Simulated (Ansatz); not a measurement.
# HfB4W: relaxing a made-up structure, part 2 of 2

Starting from a made-up structure for HfB4W, the aim is the relaxed cell, its shortest contacts and, where a second run follows, its electronic structure.

Ansatz 0.2.0; DFT, PBEsol, plane-wave PAW, files of the set soft_1, scalar-relativistic, no spin, cell and ions relaxed at zero pressure; PAW set soft_1 (the session's first sound run).

So far: Starting point; Relaxation of the guess.

## Step 2: Relaxation of the guess (continued)

Step by step:

```
step  energy less that of the first step (eV)  largest force component (eV/Å)  pressure (GPa)  volume (Å³)
   1                                   0.0000                          0.1703          -23.40        60.33
   2                                  -0.4216                          0.1214            3.59        54.16
   3                                  -0.4431                          0.0318           -0.40        54.97
   4                                  -0.4446                          0.0013           -0.10        54.89
   5                                  -0.4447                          0.0001            0.01        54.87
  6*                                  -0.4416                          0.0002           -0.07        54.87
   7                                  -0.4417                          0.0001            0.00        54.85
  8*                                  -0.4416                          0.0001            0.00        54.85
```

Relaxation steps marked * repeat the geometry before them on a plane-wave basis chosen anew for their cell, so energy and pressure can jump there.

The run keeps the 24 symmetry operations that it works with, so distortions that break them were not tested.

```
conventional cell, symmetrised  before  after  change
                         a (Å)   3.189  3.093  -3.0 %
                         b (Å)   3.189  3.093  -3.0 %
                         c (Å)   6.850  6.622  -3.3 %
              volume (Å³/atom)   10.05   9.14  -9.1 %
```

The atoms that moved most (Å, as changes of fractional coordinates times the final cell):

```
atom     dx     dy      dz  length
  B3  0.000  0.000  -0.024   0.024
  B5  0.000  0.000  -0.024   0.024
  B6  0.000  0.000   0.024   0.024
  B4  0.000  0.000   0.024   0.024
```

The relaxed structure:

```cif
data_structure
_symmetry_space_group_name_H-M 'P 1'
_symmetry_Int_Tables_number 1
_cell_length_a 3.0927
_cell_length_b 3.0927
_cell_length_c 6.6223
_cell_angle_alpha 90.000
_cell_angle_beta 90.000
_cell_angle_gamma 120.000
_cell_volume 54.85
loop_
_atom_site_label
_atom_site_type_symbol
_atom_site_fract_x
_atom_site_fract_y
_atom_site_fract_z
_atom_site_occupancy
W1 W 0.00000 0.00000 0.50000 1
Hf2 Hf 0.00000 0.00000 0.00000 1
B3 B 0.66667 0.33333 0.25678 1
B4 B 0.66667 0.33333 0.74322 1
B5 B 0.33333 0.66667 0.25678 1
B6 B 0.33333 0.66667 0.74322 1
```

Numbers from this step:

```
free energy             : -26470.7224 eV
energy at zero smearing : -26470.7147 eV
smearing term TS        : 0.01542 eV
Fermi energy            : 20.41 eV
electrons               : 52
symmetry operations     : 24
pressure                : 0.003754 GPa
```

The shortest distance of each pair, which need not be the same contact before and after:

```
 pair  guess (Å)  relaxed (Å)
  B–B      1.841        1.786
  B–W      2.467        2.405
 B–Hf      2.564        2.466
  W–W      3.189        3.093
Hf–Hf      3.189        3.093
```

The relaxation ends with a largest force component of 8.3e-5 eV/Å and a pressure of 0.00 GPa.

## Step 3: Electronic structure of the relaxed cell

A second self-consistent run takes a narrower smearing and the mesh shown in its input; the bands follow along the standard path of the relaxed lattice.

This step: DFT, PBEsol, plane-wave PAW, files of the set soft_1, scalar-relativistic, no spin, bands and density of states at the relaxed cell; PAW set soft_1 (Ansatz 0.2.0).

File input.yaml:

```yaml
crystal:
  lattice:
    - [3.0926537022, 0.0, 0.0]
    - [-1.5463268511, 2.6783166712, 0.0]
    - [0.0, 0.0, 6.6223134991]
  atoms:
    - { symbol: W, position: [0.0, 0.0, 0.5] }
    - { symbol: Hf, position: [0.0, 0.0, 0.0] }
    - { symbol: B, position: [0.6666666667, 0.3333333333, 0.2567787765] }
    - { symbol: B, position: [0.6666666667, 0.3333333333, 0.7432212235] }
    - { symbol: B, position: [0.3333333333, 0.6666666667, 0.2567787765] }
    - { symbol: B, position: [0.3333333333, 0.6666666667, 0.7432212235] }
kpoints:
  mp_grid: { grid: [12, 12, 6] }
  band_path:
    path:
      - [[0.0, 0.0, 0.0], [0.5, 0.0, 0.0], [0.33333333, 0.33333333, 0.0], [0.0, 0.0, 0.0], [0.0, 0.0, 0.5], [0.5, 0.0, 0.5], [0.33333333, 0.33333333, 0.5], [0.0, 0.0, 0.5]]
      - [[0.5, 0.0, 0.5], [0.5, 0.0, 0.0]]
      - [[0.33333333, 0.33333333, 0.0], [0.33333333, 0.33333333, 0.5]]
    npoints: 8
scf:
  occupations: { method: fermi_dirac, width: 0.03 }
  n_extra_bands: 10
hamiltonian:
  xc: pbesol
  pseudopotentials: { kind: paw, azcp: { folder: soft_1 }, xc_functional: pbe }
output:
  forces: true
  stress: true
  write_bands: true
  dos: { projected: true }
  write_density: true
  write_potential: true
  elf: true
  volumetric_format: npy
```

Launch:

```
$ ansatz run input.yaml --threads 4 --pin off --max-ram 10240MiB --backend cpu --events-out ev --progress --plain --runs-dir out
```

Numbers of over 12 decimals in the logs are rounded to 6 here.

What it wrote:

```text
[...]
Crystal: 6 atoms, lattice volume = 54.853 Å³
Basis set: ecut = 420 eV, 1055 PW (Γ), exchange–correlation on 48×48×90 points (8 copies of the dense FFT grid, shifted against one another)
Bands: 36, of which v1, the nominal top of the filled ones, is band 26 counted from 1 (25 counted from 0)
Symmetry: 24 space group operations
[...]
k-points: 76 of 864
[...]
SCF iter   1: F=—  HF=-26490.690396 eV  |F-HF|=—  |Δ(HF+E_count)|=         —  Δρ=2.07e-1  dr2=1.53e2  ethr=3.10e-3  ⟨swp⟩=6.2  Hψ=11713  notcnv=0  defer=2
[...]
SCF iter  10: F=-26470.725010 eV  HF=-26470.725010 eV  |F-HF|=1.75e-8  |Δ(HF+E_count)|=   8.77e-8  Δρ=3.59e-6  dr2=1.47e-8  ethr=1.92e-10  ⟨swp⟩=14.9  Hψ=19510  notcnv=0
SCF 1 converged in 10 iterations: F = -26470.725010 eV  dr2 = 1.47e-8
[...]
NSCF: frozen V_eff on 75 k-points
SCF converged after 10 iterations
Free energy (F): -26470.725010 eV
[...]
Internal energy: -26470.720159 eV  (E = F + TS)
E sigma→0 (E₀):  -26470.722584 eV
Entropy (-TS):   -0.004851 eV (-0.808 meV/atom)
Fermi energy:    20.388164 eV
[...]
--- Forces (eV/Å), atoms counted from 1 ---
  atom   1  W      0.00000000     0.00000000     0.00000000
  atom   2  Hf     0.00000000     0.00000000     0.00000000
  atom   3  B      0.00000000     0.00000000     0.00467752
  atom   4  B      0.00000000     0.00000000    -0.00467752
  atom   5  B     -0.00000000    -0.00000000     0.00467752
  atom   6  B      0.00000000    -0.00000000    -0.00467752
  max |Σ_I F_I| component: 5.55e-17 eV/Å
--- Stress (GPa, compression-positive) ---
        0.070283       0.000000      -0.000000
        0.000000       0.070283      -0.000000
       -0.000000      -0.000000      -0.237835
  P = ⅓ Tr σ = -0.0324 GPa (-0.324 kbar)
--- Band table (eV; the first three rows and the last of 76) ---
  k-point 0: bands = [... 22 lower, 18.2938, 18.2938, 18.3614, 18.3614, 19.5824, 19.5824, 21.5069, 22.8455, ... 6 higher]
  k-point 1: bands = [... 22 lower, 17.9850, 17.9850, 18.3752, 18.3752, 20.0764, 20.0764, 21.2011, 22.2060, ... 6 higher]
  k-point 2: bands = [... 22 lower, 17.4736, 18.2575, 18.5691, 18.5691, 20.4996, 20.9212, 20.9212, 21.4019, ... 6 higher]
  k-point 75: bands = [... 22 lower, 15.6327, 16.3896, 16.3896, 21.0667, 22.3716, 22.3716, 23.4627, 23.4627, ... 6 higher]
```

Elapsed: 1.5 s, on 4 threads of AMD EPYC 9B45 (Zen 5), shared host; peak memory 0.5 GiB; 5.2 s of CPU time.

This step gave:

| Quantity | Value |
| --- | --- |
| free energy | -26470.7250 eV |
| energy at zero smearing | -26470.7226 eV |
| smearing term TS | 0.004851 eV |
| Fermi energy | 20.39 eV |
| pressure | -0.03242 GPa |

bands.tsv at the labelled points (eV, zero at the Fermi level; the bands that come nearest the Fermi level along the path):

| point | band 23 | band 24 | band 25 | band 26 | band 27 | band 28 | band 29 | band 30 |
| --- | --- | --- | --- | --- | --- | --- | --- | --- |
| Γ | -2.09 | -2.09 | -2.03 | -2.03 | -0.81 | -0.81 | 1.12 | 2.46 |
| M | -4.43 | -4.40 | -3.85 | 0.70 | 1.67 | 1.72 | 2.15 | 3.47 |
| K | -4.64 | -3.81 | -3.81 | 0.26 | 0.26 | 0.57 | 3.54 | 4.29 |
| Γ | -2.09 | -2.09 | -2.03 | -2.03 | -0.81 | -0.81 | 1.12 | 2.46 |
| A | -3.14 | -1.70 | -1.70 | -1.64 | -0.39 | 0.67 | 0.67 | 1.07 |
| L | -4.74 | -4.24 | -4.09 | 0.04 | 0.80 | 1.73 | 2.22 | 3.32 |
| H | -4.76 | -4.00 | -4.00 | 0.68 | 1.98 | 1.98 | 3.07 | 3.07 |
| A | -3.14 | -1.70 | -1.70 | -1.64 | -0.39 | 0.67 | 0.67 | 1.07 |
| L | -4.74 | -4.24 | -4.09 | 0.04 | 0.80 | 1.73 | 2.22 | 3.32 |
| M | -4.43 | -4.40 | -3.85 | 0.70 | 1.67 | 1.72 | 2.15 | 3.47 |
| K | -4.64 | -3.81 | -3.81 | 0.26 | 0.26 | 0.57 | 3.54 | 4.29 |
| H | -4.76 | -4.00 | -4.00 | 0.68 | 1.98 | 1.98 | 3.07 | 3.07 |

States per cell as run, both spins, in windows of 1 eV, from dos.tsv (zero at the Fermi level):

```
from  to  total
  -8  -7   1.37
  -7  -6   2.49
  -6  -5   2.62
  -5  -4   3.85
  -4  -3   1.86
  -3  -2   0.96
  -2  -1   0.61
  -1   0   1.52
   0   1   1.93
   1   2   3.18
   2   3   1.89
   3   4   2.70
```

A further 36.7 states lie below the table's range.

ELF in the ac plane at fractional y = 0.000, with atoms of W and Hf within 0.2 Å of it. It is the smooth field of the valence electrons, not physical close to the nuclei.

Values, 24 rows by 16 columns, each cell a mean:
```
0.85 0.85 0.83 0.74 0.52 0.25 0.15 0.20 0.26 0.20 0.15 0.25 0.52 0.74 0.83 0.85
0.82 0.80 0.74 0.58 0.34 0.18 0.19 0.31 0.39 0.31 0.19 0.18 0.34 0.58 0.74 0.80
0.55 0.51 0.41 0.26 0.17 0.21 0.37 0.53 0.59 0.53 0.37 0.21 0.17 0.26 0.41 0.51
0.17 0.15 0.13 0.13 0.21 0.40 0.59 0.71 0.74 0.71 0.59 0.40 0.21 0.13 0.13 0.15
0.09 0.10 0.14 0.22 0.38 0.57 0.71 0.79 0.81 0.79 0.71 0.57 0.38 0.22 0.14 0.10
0.18 0.19 0.24 0.34 0.48 0.64 0.75 0.82 0.84 0.82 0.75 0.64 0.48 0.34 0.24 0.19
0.20 0.22 0.26 0.35 0.48 0.62 0.73 0.79 0.81 0.79 0.73 0.62 0.48 0.35 0.26 0.22
0.20 0.20 0.21 0.26 0.37 0.52 0.64 0.71 0.73 0.71 0.64 0.52 0.37 0.26 0.21 0.20
0.43 0.40 0.32 0.24 0.24 0.34 0.49 0.58 0.61 0.58 0.49 0.34 0.24 0.24 0.32 0.40
0.67 0.66 0.61 0.46 0.28 0.22 0.31 0.42 0.46 0.42 0.31 0.22 0.28 0.46 0.61 0.66
0.41 0.52 0.67 0.66 0.46 0.24 0.22 0.31 0.37 0.31 0.22 0.24 0.46 0.66 0.67 0.52
0.06 0.23 0.59 0.71 0.56 0.29 0.20 0.28 0.34 0.28 0.20 0.29 0.56 0.71 0.59 0.23
0.29 0.44 0.65 0.68 0.50 0.26 0.21 0.30 0.36 0.30 0.21 0.26 0.50 0.68 0.65 0.44
0.65 0.67 0.66 0.54 0.33 0.22 0.27 0.38 0.42 0.38 0.27 0.22 0.33 0.54 0.66 0.67
0.53 0.50 0.40 0.29 0.23 0.30 0.43 0.53 0.57 0.53 0.43 0.30 0.23 0.29 0.40 0.50
0.23 0.22 0.21 0.23 0.33 0.48 0.61 0.68 0.71 0.68 0.61 0.48 0.33 0.23 0.21 0.22
0.20 0.21 0.24 0.32 0.45 0.60 0.71 0.77 0.79 0.77 0.71 0.60 0.45 0.32 0.24 0.21
0.19 0.21 0.26 0.35 0.49 0.64 0.75 0.82 0.84 0.82 0.75 0.64 0.49 0.35 0.26 0.21
0.12 0.13 0.17 0.27 0.43 0.60 0.73 0.81 0.83 0.81 0.73 0.60 0.43 0.27 0.17 0.13
0.12 0.11 0.11 0.14 0.26 0.45 0.63 0.73 0.76 0.73 0.63 0.45 0.26 0.14 0.11 0.11
0.42 0.39 0.30 0.20 0.16 0.25 0.44 0.59 0.64 0.59 0.44 0.25 0.16 0.20 0.30 0.39
0.76 0.74 0.66 0.48 0.27 0.17 0.23 0.38 0.45 0.38 0.23 0.17 0.27 0.48 0.66 0.74
0.85 0.85 0.82 0.72 0.49 0.23 0.15 0.22 0.28 0.22 0.15 0.23 0.49 0.72 0.82 0.85
0.84 0.85 0.84 0.78 0.58 0.29 0.14 0.17 0.22 0.17 0.14 0.29 0.58 0.78 0.84 0.85
```
Columns run along a (3.1 Å), rows up along c (6.6 Å). Atoms in or near the plane, at fractional coordinates: W at (0.00, 0.50), Hf at (0.00, 0.00).

Electrostatic potential energy in the ac plane at fractional y = 0.000, with atoms of W and Hf within 0.2 Å of it. With pseudopotentials it is smooth inside the atoms' cores, unlike the true potential.

Ten even steps from '_' (-26 eV) to '@' (19 eV), each cell a mean:
```
++==--::==##%%@@@@@@%%##==::--==
--::::--**%%@@@@@@@@@@%%**--::::
====++**%%@@@@@@@@@@@@@@%%**++==
####%%%%@@@@@@@@@@@@@@@@@@%%%%##
@@@@@@@@@@@@@@@@@@@@@@@@@@@@@@@@
@@@@@@@@@@@@@@%%%%%%@@@@@@@@@@@@
@@@@@@@@@@@@@@%%%%%%@@@@@@@@@@@@
%%%%%%@@@@@@@@@@@@@@@@@@@@@@%%%%
====++##%%@@@@@@@@@@@@@@%%##++==
____..--**%%@@@@@@@@@@%%**--..__
________--**%%@@@@@@%%**--______
________::**%%@@@@@@%%**::______
________--**%%@@@@@@%%**--______
______::++##@@@@@@@@@@##++::____
::--==**##%%@@@@@@@@@@%%##**==--
####%%%%@@@@@@@@@@@@@@@@@@%%%%##
@@@@@@@@@@@@@@%%%%%%@@@@@@@@@@@@
@@@@@@@@@@@@%%%%%%%%%%@@@@@@@@@@
@@@@@@@@@@@@@@%%%%%%@@@@@@@@@@@@
%%%%%%@@@@@@@@@@@@@@@@@@@@@@%%%%
++++**##%%@@@@@@@@@@@@@@%%##**++
::::--==**%%@@@@@@@@@@%%**==--::
====::::==##%%@@@@@@%%##==::::==
**++--::--**%%@@@@@@%%**--::--++
```
Columns run along a (3.1 Å; values clipped at the 3rd and 97th percentile), rows up along c (6.6 Å). Atoms in or near the plane, at fractional coordinates: W at (0.00, 0.50), Hf at (0.00, 0.00).

Valence density in the ac plane at fractional y = 0.000, with atoms of W and Hf within 0.2 Å of it. It is the smooth field of the valence electrons, not physical close to the nuclei.

Ten steps, logarithmic in the rise over the least value, from '0' (0 e/Å³) to '9' (56 e/Å³), each cell a mean:
```
9874210000012478
6653100000001356
3321000000000123
0000000000000000
0000000111000000
0000001111100000
0000001111100000
0000000111000000
2211000000000112
4432100000001234
5543210000012345
4554210000012455
5544210000012445
4443100000001344
3221100000001122
1100000010000001
0000001111100000
0000001111100000
0000001111100000
0000000010000000
2211000000000112
5542100000001245
8864210000012468
9975210000012579
```
Columns run along a (3.1 Å), rows up along c (6.6 Å). Atoms in or near the plane, at fractional coordinates: W at (0.00, 0.50), Hf at (0.00, 0.00).

## Step 4: What came out

| Property | Result |
| --- | --- |
| space group, relaxed | P6/mmm |
| conventional cell | a = 3.093, b = 3.093, c = 6.622 Å; α = 90.0°, β = 90.0°, γ = 120.0° |
| volume per atom | 9.14 Å³ (guess 10.05) |

In words: HfB4W relaxes to P6/mmm with a = 3.093, b = 3.093 and c = 6.622 Å. The guessed volume was 10 % too large. The space group P6/mmm was held in the relaxation, so the end point is a stationary structure within it and may be a saddle against distortions or other arrangements. Bands cross the Fermi level, so it is a metal or semimetal at this level. On the 12×12×6 mesh with the narrower smearing (relaxed on 10×10×4) the largest force component is 0.005 eV/Å and the largest stress component is 0.238 GPa, against the relaxation's thresholds of 0.015 eV/Å and 0.05 GPa. The cutoff wasn't tested. Spin-orbit coupling is left out, which can matter for elements this heavy. No dispersion term is used, so weakly bound directions may come out too long. The runs have no spin, and magnetism wasn't tested. Nothing here tests whether the compound is stable against decomposition.

[Logs are printed without paths, hosts, clocks, repeated set-up lines and the standing remarks that a program may print on its own settings, such as how far it seeks lower states.]

[Hosts, paths, dates, database ids (printed as entryN), source tags and the programs' standing remarks are cut or masked in the printed files.]
